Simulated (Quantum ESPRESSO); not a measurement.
**MnH2O2 (Pyrochroite): parallel and opposed starts**

Aim: find out which collinear order of MnH2O2 (Pyrochroite) costs least.

Main program and level: Quantum ESPRESSO 7.5; PBEsol; plane waves with GBRV 1.5 PBEsol potentials, no spin-orbit coupling.

### 1. The structure

The structure is trigonal, space group P-3m1 (No. 164). The conventional cell has a = 3.250 Å, b = 3.250 Å, c = 4.480 Å, α = 90.00°, β = 90.00°, γ = 120.00°. Nearest to Mn lie 6 O at 2.13 Å. H has 1 O at 0.99 Å nearest. Nearest to O lie 1 H at 0.99 Å and 3 Mn at 2.13 Å. Farther neighbours and most contacts between anions are not listed.

The cell comes from the Crystallography Open Database.

### 2. Run 1, typed as ferro +

The signs are those of the starting moments on the seeded atoms, the atoms that are given a moment.

pw.in reads:

```
&CONTROL
  calculation = 'scf'
  prefix = 'pwscf'
  outdir = './tmp'
  pseudo_dir = './pseudo'
  disk_io = 'nowf'
/
&SYSTEM
  ibrav = 0
  nat = 5
  ntyp = 3
  ecutwfc = 40
  ecutrho = 280
  nbnd = 25
  occupations = 'smearing'
  smearing = 'fd'
  degauss = 0.00367493
  nspin = 2
  starting_magnetization(1) = 0.3
  starting_magnetization(2) = 0
  starting_magnetization(3) = 0
/
&ELECTRONS
  conv_thr = 1d-08
  electron_maxstep = 150
  mixing_beta = 0.3
/
ATOMIC_SPECIES
Mn     54.9380 mn_pbesol_v1.5.uspp.F.UPF
H       1.0080 h_pbesol_v1.4.uspp.F.UPF
O      15.9990 o_pbesol_v1.2.uspp.F.UPF
CELL_PARAMETERS angstrom
   3.2500000000    0.0000000000    0.0000000000
  -1.6250000000    2.8145825623    0.0000000000
   0.0000000000    0.0000000000    4.4800000000
ATOMIC_POSITIONS crystal
Mn      0.0000000000    0.0000000000    0.0000000000
H       0.3333333333    0.6666666667    0.4460000000
H       0.6666666667    0.3333333333    0.5540000000
O       0.3333333333    0.6666666667    0.2260000000
O       0.6666666667    0.3333333333    0.7740000000
K_POINTS automatic
8 8 4 0 0 0
```

On the command line:

```
$ OMP_NUM_THREADS=1 mpirun -n 4 pw.x -nk 4 -in pw.in > pw.out
```

The program printed:

```text
Program PWSCF v.7.5 starts

     Message from routine setup:
     using ibrav=0 with symmetry is DISCOURAGED, use correct ibrav instead

     K-points division:     npool     =       4
     Subspace diagonalization in iterative solution of the eigenvalue problem:

     G-vector sticks info
     --------------------
     sticks:   dense  smooth     PW     G-vecs:    dense   smooth      PW
     Sum         733     421    121                21873     9455    1639

     Using Slab Decomposition

     bravais-lattice index     =            0
     lattice parameter (alat)  =       6.1416  a.u.
     unit-cell volume          =     276.5489 (a.u.)^3
     number of atoms/cell      =            5
     number of atomic types    =            3
     number of electrons       =        29.00
     number of Kohn-Sham states=           25
     kinetic-energy cutoff     =      40.0000  Ry
     charge density cutoff     =     280.0000  Ry
     scf convergence threshold =      1.0E-08
     mixing beta               =       0.3000
     number of iterations used =            8  plain     mixing
     Exchange-correlation= SLA  PW   PSX  PSC
                           (   1   4  10   8   0   0   0)

     celldm(1)=   6.141610  celldm(2)=   0.000000  celldm(3)=   0.000000
     celldm(4)=   0.000000  celldm(5)=   0.000000  celldm(6)=   0.000000

     crystal axes: (cart. coord. in units of alat)
               a(1) = (   1.000000   0.000000   0.000000 )
               a(2) = (  -0.500000   0.866025   0.000000 )
               a(3) = (   0.000000   0.000000   1.378462 )

     reciprocal axes: (cart. coord. in units 2 pi/alat)
               b(1) = (  1.000000  0.577350 -0.000000 )
               b(2) = (  0.000000  1.154701  0.000000 )
               b(3) = (  0.000000 -0.000000  0.725446 )

     PseudoPot. # 1 for Mn read from file:
     mn_pbesol_v1.5.uspp.F.UPF
     Pseudo is Ultrasoft + core correction, Zval = 15.0
     Generated by new atomic code, or converted to UPF format
     Using radial grid of  859 points,  6 beta functions with:
                l(1) =   0
                l(2) =   0
                l(3) =   1
                l(4) =   1
                l(5) =   2
                l(6) =   2
     Q(r) pseudized with  8 coefficients,  rinner =    0.950   0.950   0.950
                                                       0.950   0.950

     PseudoPot. # 2 for H  read from file:
     h_pbesol_v1.4.uspp.F.UPF
     Pseudo is Ultrasoft, Zval =  1.0
     Generated by new atomic code, or converted to UPF format
     Using radial grid of  615 points,  2 beta functions with:
                l(1) =   0
                l(2) =   0
     Q(r) pseudized with  8 coefficients,  rinner =    0.700

     PseudoPot. # 3 for O  read from file:
     o_pbesol_v1.2.uspp.F.UPF
     Pseudo is Ultrasoft + core correction, Zval =  6.0
     Generated by new atomic code, or converted to UPF format
     Using radial grid of  737 points,  5 beta functions with:
                l(1) =   0
                l(2) =   0
                l(3) =   1
                l(4) =   1
                l(5) =   2
     Q(r) pseudized with  8 coefficients,  rinner =    0.900   0.900   0.900
                                                       0.900   0.900

     atomic species   valence    mass     pseudopotential
     Mn               15.00    54.93800     Mn( 1.00)
     H                 1.00     1.00800     H ( 1.00)
     O                 6.00    15.99900     O ( 1.00)

     Starting magnetic structure
     atomic species   magnetization
     Mn              0.300
     H               0.000
     O               0.000

     12 Sym. Ops., with inversion, found

   Cartesian axes

     site n.     atom                  positions (alat units)
         1        Mn     tau(   1) = (   0.0000000   0.0000000   0.0000000  )
         2        H      tau(   2) = (  -0.0000000   0.5773503   0.6147938  )
         3        H      tau(   3) = (   0.5000000   0.2886751   0.7636677  )
         4        O      tau(   4) = (  -0.0000000   0.5773503   0.3115323  )
         5        O      tau(   5) = (   0.5000000   0.2886751   1.0669292  )

     number of k points=    35  Fermi-Dirac smearing, width (Ry)=  0.0037
                       cart. coord. in units 2pi/alat
        k(    1) = (   0.0000000   0.0000000   0.0000000), wk =   0.0039062
        k(    2) = (   0.0000000   0.0000000   0.1813616), wk =   0.0078125
        k(    3) = (   0.0000000   0.0000000  -0.3627232), wk =   0.0039062
        k(    4) = (   0.0000000   0.1443376   0.0000000), wk =   0.0234375
        k(    5) = (   0.0000000   0.1443376   0.1813616), wk =   0.0234375
        [... 30 further k-points ...]

     Dense  grid:    21873 G-vectors     FFT dimensions: (  36,  36,  45)

     Smooth grid:     9455 G-vectors     FFT dimensions: (  25,  25,  36)

     Check: negative core charge=   -0.000036
     Generating pointlists ...
     new r_m :   0.2706 (alat units)  1.6620 (a.u.) for type    1
     new r_m :   0.1251 (alat units)  0.7683 (a.u.) for type    2
     new r_m :   0.1251 (alat units)  0.7683 (a.u.) for type    3

     Initial potential from superposition of free atoms

     starting charge      28.4999, renormalised to      29.0000
     Starting wfcs are   23 randomized atomic wfcs +    2 random wfcs

     Self-consistent Calculation

     iteration #  1     ecut=    40.00 Ry     beta= 0.30
     Davidson diagonalization with overlap
     ethr =  1.00E-02,  avg # of iterations =  5.0

     total energy              =    -277.82085492 Ry
     estimated scf accuracy    <       0.63779810 Ry

     total magnetization       =     4.95 Bohr mag/cell
     absolute magnetization    =     4.95 Bohr mag/cell

     iteration #  2     ecut=    40.00 Ry     beta= 0.30
     Davidson diagonalization with overlap
     ethr =  2.20E-03,  avg # of iterations =  1.6

     total energy              =    -277.93085605 Ry
     estimated scf accuracy    <       0.04796747 Ry

     total magnetization       =     5.00 Bohr mag/cell
     absolute magnetization    =     5.00 Bohr mag/cell

     iteration #  3     ecut=    40.00 Ry     beta= 0.30
     Davidson diagonalization with overlap
     ethr =  1.65E-04,  avg # of iterations =  1.9

     negative rho (up, down):  0.000E+00 1.859E-04

     total energy              =    -277.93621612 Ry
     estimated scf accuracy    <       0.01812649 Ry

     total magnetization       =     5.00 Bohr mag/cell
     absolute magnetization    =     5.00 Bohr mag/cell

     [... further iterations left out ...]

     iteration #  8     ecut=    40.00 Ry     beta= 0.30
     Davidson diagonalization with overlap
     ethr =  2.32E-08,  avg # of iterations =  1.8

     negative rho (up, down):  0.000E+00 5.392E-04

     total energy              =    -277.93769198 Ry
     estimated scf accuracy    <       0.00000057 Ry

     total magnetization       =     5.00 Bohr mag/cell
     absolute magnetization    =     5.00 Bohr mag/cell

     iteration #  9     ecut=    40.00 Ry     beta= 0.30
     Davidson diagonalization with overlap
     ethr =  1.95E-09,  avg # of iterations =  2.0

     negative rho (up, down):  0.000E+00 5.383E-04

     total energy              =    -277.93769227 Ry
     estimated scf accuracy    <       0.00000009 Ry

     total magnetization       =     5.00 Bohr mag/cell
     absolute magnetization    =     5.00 Bohr mag/cell

     iteration # 10     ecut=    40.00 Ry     beta= 0.30
     Davidson diagonalization with overlap
     ethr =  3.12E-10,  avg # of iterations =  2.2

     negative rho (up, down):  0.000E+00 5.382E-04

     total energy              =    -277.93769233 Ry
     estimated scf accuracy    <       0.00000010 Ry

     total magnetization       =     5.00 Bohr mag/cell
     absolute magnetization    =     5.00 Bohr mag/cell

     iteration # 11     ecut=    40.00 Ry     beta= 0.30
     Davidson diagonalization with overlap
     ethr =  3.12E-10,  avg # of iterations =  1.5

     negative rho (up, down):  0.000E+00 5.381E-04

     Magnetic moment per site  (integrated on atomic sphere of radius R)
     atom   1 (R=0.271)  charge= 12.4302  magn=  4.1036
     atom   2 (R=0.125)  charge=  0.3965  magn=  0.0054
     atom   3 (R=0.125)  charge=  0.3965  magn=  0.0054
     atom   4 (R=0.125)  charge=  2.0063  magn=  0.0534
     atom   5 (R=0.125)  charge=  2.0063  magn=  0.0534

     End of self-consistent calculation

     [... lines left out ...]
     the Fermi energy is     9.0250 ev

!    total energy              =    -277.93769241 Ry
     estimated scf accuracy    <          2.0E-09 Ry
     smearing contrib. (-TS)   =      -0.00004555 Ry
     internal energy E=F+TS    =    -277.93764686 Ry

     The total energy is F=E-TS. E is the sum of the following terms:
     one-electron contribution =    -171.55391467 Ry
     hartree contribution      =      98.29756477 Ry
     xc contribution           =     -42.46343172 Ry
     ewald contribution        =    -162.21786524 Ry

     total magnetization       =     5.00 Bohr mag/cell
     absolute magnetization    =     5.00 Bohr mag/cell

     convergence has been achieved in  11 iterations

=------------------------------------------------------------------------------=
   JOB DONE.
=------------------------------------------------------------------------------=
```

It took 7.1 s on 4 MPI ranks of AMD EPYC 9R14 (Zen 4), shared host; peak memory 0.37 GiB.

Spin moment in the atom's sphere by atom:

| atom | spin moment in the atom's sphere (μB) |
| --- | --- |
| Mn1 | 4.10 |
| H2 | 0.01 |
| H3 | 0.01 |
| O4 | 0.05 |
| O5 | 0.05 |

Read from the output:

```
smearing term TS       : 6.20e-4 eV
magnetization          : 5 μB
absolute magnetization : 5 μB
final state            : ferromagnetic
```

### 3. Run 2 (antiferro q=(0,1/2,1/2) +−)

The cell is doubled to 10 atoms to hold this order. The wavevector q is in fractions of the reciprocal vectors of the crystal's primitive cell, as the cells of these inputs are built from it; moments change sign between cells as cos(2π q·R).

pw.in reads:

```
&CONTROL
  calculation = 'scf'
  prefix = 'pwscf'
  outdir = './tmp'
  pseudo_dir = './pseudo'
  disk_io = 'nowf'
/
&SYSTEM
  ibrav = 0
  nat = 10
  ntyp = 4
  ecutwfc = 40
  ecutrho = 280
  nbnd = 41
  occupations = 'smearing'
  smearing = 'fd'
  degauss = 0.00367493
  nspin = 2
  starting_magnetization(1) = 0.3
  starting_magnetization(2) = -0.3
  starting_magnetization(3) = 0
  starting_magnetization(4) = 0
/
&ELECTRONS
  conv_thr = 2d-08
  electron_maxstep = 150
  mixing_beta = 0.3
/
ATOMIC_SPECIES
Mn1    54.9380 mn_pbesol_v1.5.uspp.F.UPF
Mn2    54.9380 mn_pbesol_v1.5.uspp.F.UPF
H       1.0080 h_pbesol_v1.4.uspp.F.UPF
O      15.9990 o_pbesol_v1.2.uspp.F.UPF
CELL_PARAMETERS angstrom
   3.2500000000    0.0000000000    0.0000000000
  -3.2500000000    5.6291651246    0.0000000000
  -1.6250000000    2.8145825623    4.4800000000
ATOMIC_POSITIONS crystal
Mn1     0.0000000000    0.0000000000    0.0000000000
Mn2     0.0000000000    0.5000000000    0.0000000000
H       0.3333333333    0.1103333333    0.4460000000
H       0.3333333333    0.6103333333    0.4460000000
H       0.6666666667    0.8896666666    0.5540000000
H       0.6666666667    0.3896666666    0.5540000000
O       0.3333333333    0.2203333334    0.2260000000
O       0.3333333333    0.7203333333    0.2260000000
O       0.6666666667    0.7796666666    0.7740000000
O       0.6666666667    0.2796666666    0.7740000000
K_POINTS automatic
8 4 4 0 0 0
```

The program printed:

```text
[banner, memory and clock lines left out]
Program PWSCF v.7.5 starts

     Message from routine setup:
     using ibrav=0 with symmetry is DISCOURAGED, use correct ibrav instead

     bravais-lattice index     =            0
     lattice parameter (alat)  =       6.1416  a.u.
     unit-cell volume          =     553.0978 (a.u.)^3
     number of atoms/cell      =           10
     number of atomic types    =            4
     number of electrons       =        58.00
     number of Kohn-Sham states=           41
     kinetic-energy cutoff     =      40.0000  Ry
     charge density cutoff     =     280.0000  Ry
     scf convergence threshold =      2.0E-08
     mixing beta               =       0.3000
     number of iterations used =            8  plain     mixing
     Exchange-correlation= SLA  PW   PSX  PSC
                           (   1   4  10   8   0   0   0)

     celldm(1)=   6.141610  celldm(2)=   0.000000  celldm(3)=   0.000000
     celldm(4)=   0.000000  celldm(5)=   0.000000  celldm(6)=   0.000000

     crystal axes: (cart. coord. in units of alat)
               a(1) = (   1.000000   0.000000   0.000000 )
               a(2) = (  -1.000000   1.732051   0.000000 )
               a(3) = (  -0.500000   0.866025   1.378462 )

     reciprocal axes: (cart. coord. in units 2 pi/alat)
               b(1) = (  1.000000  0.577350  0.000000 )
               b(2) = (  0.000000  0.577350 -0.362723 )
               b(3) = (  0.000000 -0.000000  0.725446 )

     PseudoPot. # 1 for Mn read from file:
     mn_pbesol_v1.5.uspp.F.UPF
     Pseudo is Ultrasoft + core correction, Zval = 15.0

     PseudoPot. # 2 for Mn read from file:
     mn_pbesol_v1.5.uspp.F.UPF
     Pseudo is Ultrasoft + core correction, Zval = 15.0

     PseudoPot. # 3 for H  read from file:
     h_pbesol_v1.4.uspp.F.UPF
     Pseudo is Ultrasoft, Zval =  1.0

     PseudoPot. # 4 for O  read from file:
     o_pbesol_v1.2.uspp.F.UPF
     Pseudo is Ultrasoft + core correction, Zval =  6.0

     atomic species   valence    mass     pseudopotential
     Mn1              15.00    54.93800     Mn( 1.00)
     Mn2              15.00    54.93800     Mn( 1.00)
     H                 1.00     1.00800     H ( 1.00)
     O                 6.00    15.99900     O ( 1.00)

     Starting magnetic structure
     atomic species   magnetization
     Mn1             0.300
     Mn2            -0.300
     H               0.000
     O               0.000

      4 Sym. Ops., with inversion, found

   Cartesian axes

     site n.     atom                  positions (alat units)
         1        Mn1    tau(   1) = (   0.0000000   0.0000000   0.0000000  )
         2        Mn2    tau(   2) = (  -0.5000000   0.8660254   0.0000000  )
         3        H      tau(   3) = (  -0.0000000   0.5773503   0.6147938  )
         4        H      tau(   4) = (  -0.5000000   1.4433757   0.6147938  )
         5        H      tau(   5) = (  -0.5000000   2.0207259   0.7636677  )
         6        H      tau(   6) = (   0.0000000   1.1547005   0.7636677  )
         7        O      tau(   7) = (  -0.0000000   0.5773503   0.3115323  )
         8        O      tau(   8) = (  -0.5000000   1.4433757   0.3115323  )
         9        O      tau(   9) = (  -0.5000000   2.0207259   1.0669292  )
        10        O      tau(  10) = (   0.0000000   1.1547005   1.0669292  )

     number of k points=    56  Fermi-Dirac smearing, width (Ry)=  0.0037
                       cart. coord. in units 2pi/alat
        k(    1) = (   0.0000000   0.0000000   0.0000000), wk =   0.0078125
        k(    2) = (   0.0000000   0.0000000   0.1813616), wk =   0.0156250
        k(    3) = (   0.0000000   0.0000000  -0.3627232), wk =   0.0078125
        k(    4) = (   0.0000000   0.1443376  -0.0906808), wk =   0.0156250
        k(    5) = (   0.0000000   0.1443376  -0.4534040), wk =   0.0156250
        [... 51 further k-points ...]

     Dense  grid:    43745 G-vectors     FFT dimensions: (  36,  72,  60)

     Smooth grid:    18911 G-vectors     FFT dimensions: (  25,  50,  45)

     Check: negative core charge=   -0.000036
     Generating pointlists ...
     new r_m :   0.2706 (alat units)  1.6620 (a.u.) for type    1
     new r_m :   0.2706 (alat units)  1.6620 (a.u.) for type    2
     new r_m :   0.1251 (alat units)  0.7683 (a.u.) for type    3
     new r_m :   0.1251 (alat units)  0.7683 (a.u.) for type    4

     Initial potential from superposition of free atoms

     starting charge      56.9998, renormalised to      58.0000
     Starting wfcs are   46 randomized atomic wfcs

     Self-consistent Calculation

     iteration #  1     ecut=    40.00 Ry     beta= 0.30
     Davidson diagonalization with overlap
     ethr =  1.00E-02,  avg # of iterations =  3.4

     total energy              =    -555.63953256 Ry
     estimated scf accuracy    <       1.28402295 Ry

     total magnetization       =    -0.00 Bohr mag/cell
     absolute magnetization    =     9.32 Bohr mag/cell

     iteration #  2     ecut=    40.00 Ry     beta= 0.30
     Davidson diagonalization with overlap
     ethr =  2.21E-03,  avg # of iterations =  2.1

     total energy              =    -555.86901218 Ry
     estimated scf accuracy    <       0.09062789 Ry

     total magnetization       =     0.00 Bohr mag/cell
     absolute magnetization    =     9.40 Bohr mag/cell

     [... further iterations left out ...]

     iteration # 10     ecut=    40.00 Ry     beta= 0.30
     Davidson diagonalization with overlap
     ethr =  9.57E-11,  avg # of iterations =  2.8

     negative rho (up, down):  3.923E-04 3.923E-04

     total energy              =    -555.88088503 Ry
     estimated scf accuracy    <       0.00000003 Ry

     total magnetization       =     0.00 Bohr mag/cell
     absolute magnetization    =     9.47 Bohr mag/cell

     iteration # 11     ecut=    40.00 Ry     beta= 0.30
     Davidson diagonalization with overlap
     ethr =  5.11E-11,  avg # of iterations =  2.0

     negative rho (up, down):  3.921E-04 3.921E-04

     Magnetic moment per site  (integrated on atomic sphere of radius R)
     atom   1 (R=0.271)  charge= 12.4297  magn=  4.0694
     atom   2 (R=0.271)  charge= 12.4297  magn= -4.0694
     atom   3 (R=0.125)  charge=  0.3950  magn= -0.0018
     atom   4 (R=0.125)  charge=  0.3950  magn=  0.0018
     atom   5 (R=0.125)  charge=  0.3950  magn= -0.0018
     atom   6 (R=0.125)  charge=  0.3950  magn=  0.0018
     atom   7 (R=0.125)  charge=  2.0050  magn= -0.0182
     atom   8 (R=0.125)  charge=  2.0050  magn=  0.0182
     atom   9 (R=0.125)  charge=  2.0050  magn= -0.0182
     atom  10 (R=0.125)  charge=  2.0050  magn=  0.0182

     End of self-consistent calculation

     Number of k-points >= 100: set verbosity='high' to print the bands.

     the Fermi energy is     9.0401 ev

!    total energy              =    -555.88088513 Ry
     estimated scf accuracy    <          2.3E-09 Ry
     smearing contrib. (-TS)   =      -0.00001115 Ry
     internal energy E=F+TS    =    -555.88087399 Ry

     The total energy is F=E-TS. E is the sum of the following terms:
     one-electron contribution =    -343.08678843 Ry
     hartree contribution      =     196.53989755 Ry
     xc contribution           =     -84.89825263 Ry
     ewald contribution        =    -324.43573048 Ry

     total magnetization       =    -0.00 Bohr mag/cell
     absolute magnetization    =     9.47 Bohr mag/cell

     convergence has been achieved in  11 iterations
```

It took 35 s on 4 MPI ranks; peak memory 0.66 GiB.

Spin moment in the atom's sphere by atom:

| atom | spin moment in the atom's sphere (μB) |
| --- | --- |
| Mn1 | 4.07 |
| Mn2 | -4.07 |
| H3 | 0.00 |
| H4 | 0.00 |
| H5 | 0.00 |
| H6 | 0.00 |
| O7 | -0.02 |
| O8 | 0.02 |
| O9 | -0.02 |
| O10 | 0.02 |

This step gave:

```yaml
smearing_term_ts: 1.52e-4 eV
magnetization: 0 μB
absolute_magnetization: 9.474 μB
final_state: antiferromagnetic
```

[end of part 1 of 2]

[Logs and program files are shortened in this print: banners, set-up blocks, solver, clock and traceback lines can be left out without a mark of their own.]

[Logs are printed without paths, hosts, clocks, repeated set-up lines and the standing remarks that a program may print on its own settings, such as how far it seeks lower states.]

[Hosts, paths, dates, database ids (printed as entryN), source tags and the programs' standing remarks are cut or masked in the printed files.]

[Where a cell is said to come from a database of computed structures, the database is the Materials Project.]
